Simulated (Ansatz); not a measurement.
**Mo wire along [100], 8 atoms a period: bands by functional and under strain**

Wanted: the relaxed geometry and the bands of the Mo wire along [100], 8 atoms a period.

Method: DFT PBE, plane waves, PAW; relaxation of a wire's period, in the first sound run; inputs show where later runs differ, in Ansatz 0.2.0.

## (1) The structure

The cell holds 8 atoms: 8 Mo. Cell: a = 13.120 Å, b = 11.540 Å, c = 3.160 Å, α = 90.0°, β = 90.0°, γ = 90.0°. Vacuum lies along a and b. The structure's axis is c.

## (2) Relaxing the period

Band widths follow the bond lengths, so the wire is relaxed first. The atoms and the third cell vector are free; the box across stays fixed as vacuum. A Fermi-Dirac smearing is set since the result may be a metal. The pressure printed is a third of the stress's trace over the whole box, vacuum included; only the stress along the axis is relaxed.

Contents of input.yaml:

```yaml
crystal:
  lattice:
    - [13.12, 0.0, 0.0]
    - [0.0, 11.54, 0.0]
    - [0.0, 0.0, 3.16]
  atoms:
    - { symbol: Mo, position: [0.259146341, 0.431542461, 0.0] }
    - { symbol: Mo, position: [0.5, 0.431542461, 0.0] }
    - { symbol: Mo, position: [0.5, 0.705372617, 0.0] }
    - { symbol: Mo, position: [0.740853659, 0.431542461, 0.0] }
    - { symbol: Mo, position: [0.379573171, 0.294627383, 0.5] }
    - { symbol: Mo, position: [0.379573171, 0.568457539, 0.5] }
    - { symbol: Mo, position: [0.620426829, 0.294627383, 0.5] }
    - { symbol: Mo, position: [0.620426829, 0.568457539, 0.5] }
kpoints:
  mp_grid: { grid: [1, 1, 26] }
scf:
  occupations: { method: fermi_dirac, width: 0.05 }
hamiltonian:
  xc: pbe
relax:
  cell: { fix: [a, b, alpha, beta, gamma] }
  max_steps: 60
```

Run with:

```sh
> ansatz run input.yaml --threads 4 --pin off --max-ram 16384MiB --backend cpu --events-out ev --progress --plain --runs-dir out
```

Numbers of over 12 decimals in the logs are rounded to 6 here.

Log:

```text
Engine: ansatz 0.2.0, aarch64-unknown-linux-gnu
Pseudopotentials: kind: paw
Pseudopotential: Mo, paw, valence charge 14, recommended cutoff 420 eV (normal), Mo.paw.azcp
Functional definition: PBE
  parameter kappa = 0.804
  parameter beta = 0.066725
  exchange = pbe_x(kappa = kappa, mu = beta*pi^2/3)
  correlation = pbe_c(beta = beta)
Crystal: 8 atoms, lattice volume = 478.439 Å³
Basis set: ecut = 420 eV, 9371 PW (Γ), exchange–correlation on 180×160×48 points (8 copies of the dense FFT grid, shifted against one another)
Bands: 68, of which v1, the nominal top of the filled ones, is band 56 counted from 1 (55 counted from 0)
Symmetry: 4 space group operations
Space group: Pmm2 (ITA 25), of the structure as read, at distance tolerance 7.8e-5 Å
k-points: 14 of 26
Non-local potential: Mo, projectors of the file, l = 0: 3, l = 1: 2, l = 2: 2, l = 3: 1
PAW form: soft (Blöchl's): semilocal exchange-correlation on the pseudo side does not see the compensation charge
PAW one-centre angular grid: Mo, 590 points (default); XC on 64 Gauss nodes
Initial density: superposition of atomic densities (neutral atoms: chi_scale 0, normalization atom), corrected by the library's trained network
Initial wavefunctions: pseudopotential atomic-orbital guess
Functional: x = pbe(κ = 0.804, μ = 0.219515), c = pbe(β = 0.066725)
SCF iter   1: F=—  HF=-39632.793654 eV  |F-HF|=—  |Δ(HF+E_count)|=         —  Δρ=7.71e-3  dr2=5.58e-1  ethr=1.77e-3  ⟨swp⟩=9.0  Hψ=3959  notcnv=0
preconditioner: auto → LDOS  [metal: Δε(μ)=0.009 eV  Ē_g=2.896 eV  σ=0.050 eV  W_gap=0.05  n_scr=68 (ndim 8)  ℏωp=11.8 eV  f_vac=0.557  D(μ)=13.83/eV (n_scr^D=98)  β→1.0]
SCF iter   2: F=—  HF=-39632.773163 eV  |F-HF|=—  |Δ(HF+E_count)|=   2.05e-2  Δρ=4.87e-3  dr2=2.03e-1  ethr=4.98e-4  ⟨swp⟩=2.7  Hψ=1578  notcnv=0  defer=2
SCF iter   3: F=—  HF=-39632.753888 eV  |F-HF|=—  |Δ(HF+E_count)|=   1.93e-2  Δρ=1.31e-3  dr2=2.08e-2  ethr=1.81e-4  ⟨swp⟩=2.3  Hψ=1443  notcnv=0  defer=2
SCF iter   4: F=—  HF=-39632.752679 eV  |F-HF|=—  |Δ(HF+E_count)|=   1.21e-3  Δρ=3.37e-4  dr2=1.10e-3  ethr=1.86e-5  ⟨swp⟩=2.0  Hψ=1285  notcnv=0  defer=2
SCF iter   5: F=—  HF=-39632.752620 eV  |F-HF|=—  |Δ(HF+E_count)|=   5.85e-5  Δρ=1.44e-4  dr2=2.54e-4  ethr=9.82e-7  ⟨swp⟩=2.5  Hψ=1535  notcnv=0  defer=2
SCF iter   6: F=—  HF=-39632.752664 eV  |F-HF|=—  |Δ(HF+E_count)|=   4.39e-5  Δρ=6.33e-5  dr2=5.00e-5  ethr=2.27e-7  ⟨swp⟩=2.0  Hψ=1281  notcnv=0  defer=2
SCF iter   7: F=—  HF=-39632.752685 eV  |F-HF|=—  |Δ(HF+E_count)|=   2.14e-5  Δρ=1.85e-5  dr2=3.11e-6  ethr=4.47e-8  ⟨swp⟩=2.1  Hψ=1303  notcnv=0  defer=2
SCF iter   8: F=—  HF=-39632.752687 eV  |F-HF|=—  |Δ(HF+E_count)|=   1.22e-6  Δρ=7.31e-6  dr2=5.03e-7  ethr=2.78e-9  ⟨swp⟩=2.6  Hψ=1596  notcnv=0  defer=2
SCF iter   9: F=-39632.752687 eV  HF=-39632.752687 eV  |F-HF|=1.75e-8  |Δ(HF+E_count)|=   2.69e-7  Δρ=2.24e-6  dr2=3.42e-8  ethr=8.93e-11  ⟨swp⟩=5.4  Hψ=3484  notcnv=0
SCF 1 converged in 9 iterations: F = -39632.752687 eV  dr2 = 3.42e-8
  greatest PAW one-centre occupation: 0.998 electrons in one spin orbital (limit 2), on the Mo atom at site 2 (counted from 0), in its partial waves of l = 0
relax step   1: F+E_penalty+E_count = -39632.75268694 eV  Δ(F+E_penalty+E_count) = +0.000e0 eV  max|allowed force component| = 3.077e0 eV/Å  Δτ_max = 0.0000 Å  P = -6.673 GPa  Ω = 478.439 Å³  fix = [a, b, alpha, beta, gamma]  reactions: a -6.813, b -5.579 GPa  (9 SCF iters, dr2 threshold 1.00e-7 eV, accepted)
Crystal: 8 atoms, lattice volume = 467.019 Å³
Basis set: ecut = 420 eV, 9091 PW (Γ), exchange–correlation on 180×160×48 points (8 copies of the dense FFT grid, shifted against one another)
Initial density: handed on by an earlier stage of this run
Initial wavefunctions: those handed on with the density
SCF iter   1: F=—  HF=-39634.804402 eV  |F-HF|=—  |Δ(HF+E_count)|=         —  Δρ=1.73e-2  dr2=3.64e0  ethr=3.10e-3  ⟨swp⟩=11.4  Hψ=4478  notcnv=0
preconditioner: auto → LDOS  [metal: Δε(μ)=0.009 eV  Ē_g=3.437 eV  σ=0.050 eV  W_gap=0.04  n_scr=60 (ndim 8)  ℏωp=11.9 eV  f_vac=0.584  D(μ)=12.91/eV (n_scr^D=82)  β→1.0]
SCF iter   2: F=—  HF=-39634.676875 eV  |F-HF|=—  |Δ(HF+E_count)|=   1.28e-1  Δρ=9.05e-3  dr2=1.29e0  ethr=3.10e-3  ⟨swp⟩=2.7  Hψ=1490  notcnv=0  defer=5
SCF iter   3: F=—  HF=-39634.607336 eV  |F-HF|=—  |Δ(HF+E_count)|=   6.95e-2  Δρ=2.95e-3  dr2=1.18e-1  ethr=1.15e-3  ⟨swp⟩=3.0  Hψ=1456  notcnv=0  defer=5
SCF iter   4: F=—  HF=-39634.597621 eV  |F-HF|=—  |Δ(HF+E_count)|=   9.71e-3  Δρ=8.14e-4  dr2=5.65e-3  ethr=1.05e-4  ⟨swp⟩=2.0  Hψ=1500  notcnv=0  defer=5
SCF iter   5: F=—  HF=-39634.598439 eV  |F-HF|=—  |Δ(HF+E_count)|=   8.19e-4  Δρ=3.57e-4  dr2=1.04e-3  ethr=5.05e-6  ⟨swp⟩=2.9  Hψ=1490  notcnv=0  defer=5
SCF iter   6: F=—  HF=-39634.598978 eV  |F-HF|=—  |Δ(HF+E_count)|=   5.38e-4  Δρ=1.38e-4  dr2=1.26e-4  ethr=9.28e-7  ⟨swp⟩=2.0  Hψ=1290  notcnv=0  defer=5
SCF iter   7: F=—  HF=-39634.599108 eV  |F-HF|=—  |Δ(HF+E_count)|=   1.31e-4  Δρ=5.44e-5  dr2=2.06e-5  ethr=1.13e-7  ⟨swp⟩=2.6  Hψ=1631  notcnv=0  defer=5
SCF iter   8: F=—  HF=-39634.599132 eV  |F-HF|=—  |Δ(HF+E_count)|=   2.33e-5  Δρ=2.07e-5  dr2=3.06e-6  ethr=1.84e-8  ⟨swp⟩=2.0  Hψ=1309  notcnv=0  defer=5
SCF iter   9: F=-39634.599134 eV  HF=-39634.599134 eV  |F-HF|=9.03e-8  |Δ(HF+E_count)|=   2.53e-6  Δρ=6.71e-6  dr2=4.39e-7  ethr=7.14e-10  ⟨swp⟩=5.2  Hψ=3460  notcnv=0
SCF 2 converged in 9 iterations: F = -39634.599134 eV  dr2 = 4.39e-7
  greatest PAW one-centre occupation: 0.999 electrons in one spin orbital (limit 2), on the Mo atom at site 3 (counted from 0), in its partial waves of l = 0
relax step   2: F+E_penalty+E_count = -39634.59913420 eV  Δ(F+E_penalty+E_count) = -1.846e0 eV  max|allowed force component| = 9.818e-1 eV/Å  Δτ_max = 0.1949 Å  P = -0.914 GPa  Ω = 467.019 Å³  energy of the carried Pulay correction = +7.585e-4 eV  fix = [a, b, alpha, beta, gamma]  reactions: a -1.198, b -0.255 GPa  (9 SCF iters, dr2 threshold 8.00e-7 eV, accepted)
Crystal: 8 atoms, lattice volume = 461.512 Å³
Basis set: ecut = 420 eV, 8951 PW (Γ), exchange–correlation on 180×160×48 points (8 copies of the dense FFT grid, shifted against one another)
SCF iter   1: F=—  HF=-39635.135716 eV  |F-HF|=—  |Δ(HF+E_count)|=         —  Δρ=1.99e-2  dr2=4.32e0  ethr=3.10e-3  ⟨swp⟩=11.9  Hψ=4158  notcnv=0
preconditioner: auto → LDOS  [metal: Δε(μ)=0.031 eV  Ē_g=3.528 eV  σ=0.050 eV  W_gap=0.15  n_scr=60 (ndim 8)  ℏωp=12.0 eV  f_vac=0.587  D(μ)=11.33/eV (n_scr^D=52)  β→1.0]
SCF iter   2: F=—  HF=-39634.946526 eV  |F-HF|=—  |Δ(HF+E_count)|=   1.89e-1  Δρ=1.23e-2  dr2=1.50e0  ethr=3.10e-3  ⟨swp⟩=2.4  Hψ=1525  notcnv=0  defer=5
[...]
relax step   6: F+E_penalty+E_count = -39634.94390598 eV  Δ(F+E_penalty+E_count) = -4.656e-2 eV  max|allowed force component| = 3.794e-1 eV/Å  Δτ_max = 0.0689 Å  P = +0.216 GPa  Ω = 467.813 Å³  energy of the carried Pulay correction = +7.051e-4 eV  fix = [a, b, alpha, beta, gamma]  reactions: a +0.655, b +0.062 GPa  (9 SCF iters, dr2 threshold 8.00e-7 eV, accepted)
relax step   7: F+E_penalty+E_count = -39634.16833680 eV  Δ(F+E_penalty+E_count) = +7.756e-1 eV  max|allowed force component| = 2.100e0 eV/Å  Δτ_max = 0.1977 Å  P = +1.441 GPa  Ω = 484.544 Å³  energy of the carried Pulay correction = -3.981e-4 eV  fix = [a, b, alpha, beta, gamma]  (10 SCF iters, dr2 threshold 8.00e-7 eV, rejected (line search))
relax step   8: F+E_penalty+E_count = -39634.97651070 eV  Δ(F+E_penalty+E_count) = -3.260e-2 eV  max|allowed force component| = 4.335e-1 eV/Å  Δτ_max = 0.0988 Å  P = +0.197 GPa  Ω = 471.242 Å³  energy of the carried Pulay correction = +4.759e-4 eV  fix = [a, b, alpha, beta, gamma]  reactions: a +0.309, b +0.420 GPa  (17 SCF iters, accepted)
relax step   9: F+E_penalty+E_count = -39634.99024662 eV  Δ(F+E_penalty+E_count) = -1.374e-2 eV  max|allowed force component| = 1.200e-1 eV/Å  Δτ_max = 0.0311 Å  P = -0.010 GPa  Ω = 469.223 Å³  energy of the carried Pulay correction = +6.106e-4 eV  fix = [a, b, alpha, beta, gamma]  reactions: a +0.148, b -0.033 GPa  (8 SCF iters, dr2 threshold 8.00e-7 eV, accepted)
relax step  10: F+E_penalty+E_count = -39634.99056351 eV  Δ(F+E_penalty+E_count) = -3.169e-4 eV  max|allowed force component| = 1.325e-1 eV/Å  Δτ_max = 0.0335 Å  P = +0.153 GPa  Ω = 468.706 Å³  energy of the carried Pulay correction = +6.453e-4 eV  fix = [a, b, alpha, beta, gamma]  reactions: a +0.324, b +0.043 GPa  (9 SCF iters, dr2 threshold 8.00e-7 eV, accepted)
relax step  11: F+E_penalty+E_count = -39634.99451405 eV  Δ(F+E_penalty+E_count) = -3.951e-3 eV  max|allowed force component| = 4.200e-2 eV/Å  Δτ_max = 0.0180 Å  P = -0.012 GPa  Ω = 468.816 Å³  energy of the carried Pulay correction = +6.379e-4 eV  fix = [a, b, alpha, beta, gamma]  reactions: a +0.050, b -0.041 GPa  (8 SCF iters, dr2 threshold 8.00e-7 eV, accepted)
relax step  12: F+E_penalty+E_count = -39634.99469461 eV  Δ(F+E_penalty+E_count) = -1.806e-4 eV  max|allowed force component| = 1.403e-2 eV/Å  Δτ_max = 0.0037 Å  P = +0.012 GPa  Ω = 468.530 Å³  energy of the carried Pulay correction = +6.571e-4 eV  fix = [a, b, alpha, beta, gamma]  reactions: a +0.018, b -0.001 GPa  (7 SCF iters, dr2 threshold 1.10e-7 eV, accepted)
relax step  13: F+E_penalty+E_count = -39634.99471512 eV  Δ(F+E_penalty+E_count) = -2.050e-5 eV  max|allowed force component| = 2.170e-3 eV/Å  Δτ_max = 0.0011 Å  P = +0.002 GPa  Ω = 468.612 Å³  energy of the carried Pulay correction = +6.516e-4 eV  fix = [a, b, alpha, beta, gamma]  reactions: a +0.018, b -0.011 GPa  (7 SCF iters, dr2 threshold 1.23e-8 eV, accepted)
Initial wavefunctions: pseudopotential atomic-orbital guess (no wavefunctions were taken with the density)
iter 1 solved again at ethr=1.93e-7 eV; its pass at ethr=3.10e-3 eV (dr2=2.16e-4 eV) is discarded
SCF iter   1: F=—  HF=-39634.993902 eV  |F-HF|=—  |Δ(HF+E_count)|=         —  Δρ=3.03e-5  dr2=6.04e-7  ethr=1.93e-7  ⟨swp⟩=4.8  Hψ=7519  notcnv=0
preconditioner: auto → LDOS  [metal: Δε(μ)=0.027 eV  Ē_g=3.483 eV  σ=0.050 eV  W_gap=0.13  n_scr=60 (ndim 8)  ℏωp=11.9 eV  f_vac=0.582  D(μ)=11.24/eV (n_scr^D=52)  β→1.0]
SCF iter   2: F=—  HF=-39634.993956 eV  |F-HF|=—  |Δ(HF+E_count)|=   5.37e-5  Δρ=5.02e-6  dr2=8.51e-8  ethr=5.39e-10  ⟨swp⟩=2.9  Hψ=2008  notcnv=0
SCF iter   3: F=—  HF=-39634.993956 eV  |F-HF|=—  |Δ(HF+E_count)|=   1.79e-8  Δρ=2.40e-6  dr2=6.66e-8  ethr=7.60e-11  ⟨swp⟩=2.4  Hψ=1811  notcnv=0
SCF iter   4: F=—  HF=-39634.993956 eV  |F-HF|=—  |Δ(HF+E_count)|=   7.19e-9  Δρ=7.74e-7  dr2=2.73e-9  ethr=5.95e-11  ⟨swp⟩=2.0  Hψ=1282  notcnv=0
SCF iter   5: F=—  HF=-39634.993956 eV  |F-HF|=—  |Δ(HF+E_count)|=  9.17e-10  Δρ=2.93e-7  dr2=1.16e-9  ethr=2.44e-12  ⟨swp⟩=3.5  Hψ=2114  notcnv=0
SCF iter   6: F=—  HF=-39634.993956 eV  |F-HF|=—  |Δ(HF+E_count)|=  7.28e-11  Δρ=1.58e-7  dr2=5.12e-10  ethr=1.03e-12  ⟨swp⟩=1.1  Hψ=971  notcnv=0
SCF iter   7: F=—  HF=-39634.993956 eV  |F-HF|=—  |Δ(HF+E_count)|=  7.28e-12  Δρ=9.33e-8  dr2=1.90e-10  ethr=1.00e-12  ⟨swp⟩=1.0  Hψ=952  notcnv=0
SCF iter   8: F=-39634.993956 eV  HF=-39634.993956 eV  |F-HF|=2.18e-11  |Δ(HF+E_count)|=    0.00e0  Δρ=3.54e-8  dr2=2.33e-11  ethr=1.00e-12  ⟨swp⟩=4.6  Hψ=2890  notcnv=0
SCF 14 converged in 8 iterations: F = -39634.993956 eV  dr2 = 2.33e-11
relax step  14: F+E_penalty+E_count = -39634.99395560 eV  Δ(F+E_penalty+E_count) = +7.595e-4 eV  max|allowed force component| = 2.211e-3 eV/Å  Δτ_max = 0.0000 Å  P = +0.005 GPa  Ω = 468.612 Å³  fix = [a, b, alpha, beta, gamma]  reactions: a +0.020, b -0.008 GPa  stress off target by 1.70e-3 GPa on what of the cell is left free  SCF on the basis re-selected at this cell (its energy is not comparable with the rows above)  (8 SCF iters)
basis re-selected at this cell: Δ(F+E_penalty+E_count) = +7.595e-4 eV, ΔP = +0.002 GPa vs the last step (what re-selecting the basis moved, of the pressure what is left beyond the Pulay correction that the steps carried, after the strain that the cell walked since its last selection, with what the two solves' SCF thresholds leave and, on support functions, any second-order correction that the steps lacked; it is no m [...]
SCF converged after 8 iterations
Free energy (F): -39634.993956 eV
Harris-Foulkes:  -39634.993956 eV  (|F-HF|=2.18e-11)
Internal energy: -39634.903994 eV  (E = F + TS)
E sigma→0 (E₀):  -39634.948975 eV
Entropy (-TS):   -0.089962 eV (-11.245 meV/atom)
Fermi energy:    3.012624 eV
--- Per-component energies (eV) ---
  E_band       = -2446.747370
  E_kinetic    = 3527.686250
  E_local      = -47861.952460  (includes V_loc(G=0)·N_el)
  E_nonlocal   = 1161.013457
  E_hartree    = 21851.642886
  E_xc         = -1456.577093
  E_vxc        = -1816.385383  (∫ρ·V_xc dr)
  E_paw        = -25616.238111  (= ΣΔE_a)
  E_vpaw       = -1160.395525  (= ΣTr[D̂ρ^β])
  E_aug_tail   = 0.000349  (compensation charges beyond the density's cutoff)
  E_ewald      = 8759.520729
  E_smearing   = -0.089962  (= −TS)
  E_closure    = 0.000000  (closes the sum)
  Σ components = -39634.993956   (vs F -39634.993956, Δ=0.00e0)
--- Forces (eV/Å), atoms counted from 1 ---
  atom   1  Mo    -0.00221106     0.00132071     0.00000000
  atom   2  Mo     0.00000000     0.00126383     0.00000000
  atom   3  Mo     0.00000000     0.00077199     0.00000000
  atom   4  Mo     0.00221106     0.00132071     0.00000000
  atom   5  Mo     0.00120663    -0.00076797    -0.00000000
  atom   6  Mo     0.00077020    -0.00156706    -0.00000000
  atom   7  Mo    -0.00120663    -0.00076797    -0.00000000
  atom   8  Mo    -0.00077020    -0.00156706    -0.00000000
  max |Σ_I F_I| component: 7.17e-6 eV/Å
--- Stress (GPa, compression-positive) ---
        0.020483      -0.000000       0.000000
       -0.000000      -0.008415      -0.000000
        0.000000      -0.000000       0.001701
  P = ⅓ Tr σ = 0.0046 GPa (0.046 kbar)
--- Relaxed structure (13 steps of the walk, 12 accepted, 1 SCFs on fresh bases) ---
  F+E_penalty+E_count = -39634.99395560 eV   max|allowed force component| = 2.211e-3 eV/Å   (the final SCF, on the basis selected at the relaxed cell)
  cell:  # Å, volume = 468.6117 Å³
    - [13.12, 0, 0]
    - [0, 11.54, 0]
    - [0, 0, 3.095091]
  atoms:
    - { symbol: Mo, position: [0.277716, 0.417206, 0.0] }
    - { symbol: Mo, position: [0.5, 0.438343, 0.0] }
    - { symbol: Mo, position: [0.5, 0.690090, 0] }
    - { symbol: Mo, position: [0.722284, 0.417206, 0.0] }
    - { symbol: Mo, position: [0.372883, 0.307083, 0.500000] }
    - { symbol: Mo, position: [0.385544, 0.574579, 0.500000] }
    - { symbol: Mo, position: [0.627117, 0.307083, 0.500000] }
    - { symbol: Mo, position: [0.614456, 0.574579, 0.500000] }
```

It took 2.7 min on 4 threads of Arm Neoverse V1, shared host; peak memory 1.1 GiB; 11 min of CPU time.

Relaxation path:

| step | energy less that of the first step (eV) | largest force component (eV/Å) | pressure (GPa) | volume (Å³) |
| --- | --- | --- | --- | --- |
| 1 | 0.0000 | 3.0773 | -6.67 | 478.44 |
| 2 | -1.8464 | 0.9818 | -0.91 | 467.02 |
| 3 | -2.0817 | 0.8114 | 0.83 | 461.51 |
| 4 | -2.1343 | 0.2031 | 0.13 | 459.83 |
| 5 | -2.1447 | 0.2050 | 0.07 | 461.66 |
| 6 | -2.1912 | 0.3794 | 0.22 | 467.81 |
| 7 | -1.4157 | 2.1003 | 1.44 | 484.54 |
| 8 | -2.2238 | 0.4335 | 0.20 | 471.24 |
| 9 | -2.2376 | 0.1200 | -0.01 | 469.22 |
| 10 | -2.2379 | 0.1325 | 0.15 | 468.71 |
| 11 | -2.2418 | 0.0420 | -0.01 | 468.82 |
| 12 | -2.2420 | 0.0140 | 0.01 | 468.53 |
| 13 | -2.2420 | 0.0022 | 0.00 | 468.61 |
| 14* | -2.2413 | 0.0022 | 0.00 | 468.61 |

Relaxation steps marked * repeat the geometry before them on a plane-wave basis chosen anew for their cell, so energy and pressure can jump there. Relaxation step 7 was tried and not accepted.

Forces are held to the 4 operations that the run works with; a distortion that breaks them can't arise in this run.

| cell as run | before | after | change |
| --- | --- | --- | --- |
| c (Å) | 3.160 | 3.095 | -2.1 % |

The atoms that moved most (Å, along periodic axes as changes of fractional coordinates times the final cell, across vacuum about the mean position):

| atom | dx | dy | dz | length |
| --- | --- | --- | --- | --- |
| Mo1 | 0.244 | -0.165 | 0.000 | 0.294 |
| Mo4 | -0.244 | -0.165 | 0.000 | 0.294 |
| Mo3 | 0.000 | -0.176 | 0.000 | 0.176 |
| Mo7 | 0.088 | 0.144 | 0.000 | 0.168 |
| Mo5 | -0.088 | 0.144 | 0.000 | 0.168 |
| Mo8 | -0.078 | 0.071 | 0.000 | 0.105 |
| Mo6 | 0.078 | 0.071 | 0.000 | 0.105 |
| Mo2 | 0.000 | 0.078 | 0.000 | 0.078 |

This step gave:

- energy at zero smearing: -39634.9490 eV
- cell length along the wire: 3.095 Å

The cell's length comes to 3.095 Å with spin left out.

[end of part 1 of 3]

[Logs are printed without paths, hosts, clocks, repeated set-up lines and the standing remarks that a program may print on its own settings, such as how far it seeks lower states.]

[Hosts, paths, dates, database ids (printed as entryN), source tags and the programs' standing remarks are cut or masked in the printed files.]
